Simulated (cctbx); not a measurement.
**Resonant diffraction in Cs2CrMo3S8**

Space group P-1 (no. 2), a = 8.0220 Å, b = 8.0340 Å, c = 8.0559 Å, α = 119.81°, β = 90.47°, γ = 118.91°.

```csv
atom,mult.,x,y,z,Ueq (Å²)
Cs1,1,1/2,1/2,1/2,0.0169
Cs2,1,1/2,1/2,0,0.0138
Mo1,1,0,0,1/2,0.0182
Mo2,1,0,1/2,1/2,0.0206
Mo3,1,0,1/2,0,0.0148
Cr1,1,0,0,0,0.0227
S1,2,0.7749,0.5176,0.2449,0.0288
S2,2,0.7841,0.0302,0.7713,0.0132
S3,2,0.7892,0.5370,0.7682,0.0185
S4,2,0.2079,0.9866,0.7357,0.0182
```

This is a model crystal, built by substitution and not relaxed, with assumed displacement parameters.

Calculated with cctbx: free-atom f′ and f″ from the Sasaki tables, no fine structure; amplitudes in electrons.

```csv
E (eV),F 0 0 1,F 1 0 1,F 2 -1 0,F 1 -2 0
19400,8.1,12.0,106.5,16.8
19750,7.3,11.3,105.7,14.5
19880,6.7,10.6,105.0,12.5
19940,6.0,10.0,104.3,10.6
19970,5.3,9.3,103.6,8.6
19985,4.7,8.6,103.0,6.7
19992,4.1,8.1,102.4,5.0
19996,3.4,7.4,101.8,3.2
20004,4.4,7.8,101.6,8.2
20008,5.0,8.5,102.4,9.0
20015,5.5,9.1,103.0,10.1
20030,6.2,9.8,103.8,11.6
20060,6.8,10.4,104.5,13.2
20150,7.6,11.3,105.4,15.5
20400,8.6,12.3,106.3,18.1
```

**Question.** Which edge is crossed, and why do the reflections move as they do?

The K edge of Mo. The edge is at 20000 eV. f′ of Mo falls from -4.6 e at 19880 eV to -7.8 e at 4 eV below it, and f″ steps from 0.54 to 3.69 e across it. Over that approach |F| changes by -49 % (0 0 1), -30 % (1 0 1), -3 % (2 -1 0) and -74 % (1 -2 0): a reflection falls where Mo scatters in phase with the total and rises where it scatters against it; it hardly moves where the Mo term is small or cancels by symmetry. Above the edge the larger f″ enters the imaginary part, where it can add to or cancel the other atoms' f″. The structure is centrosymmetric, so Friedel mates stay equal.

[Logs are printed without paths, hosts, clocks, repeated set-up lines and the standing remarks that a program may print on its own settings, such as how far it seeks lower states.]
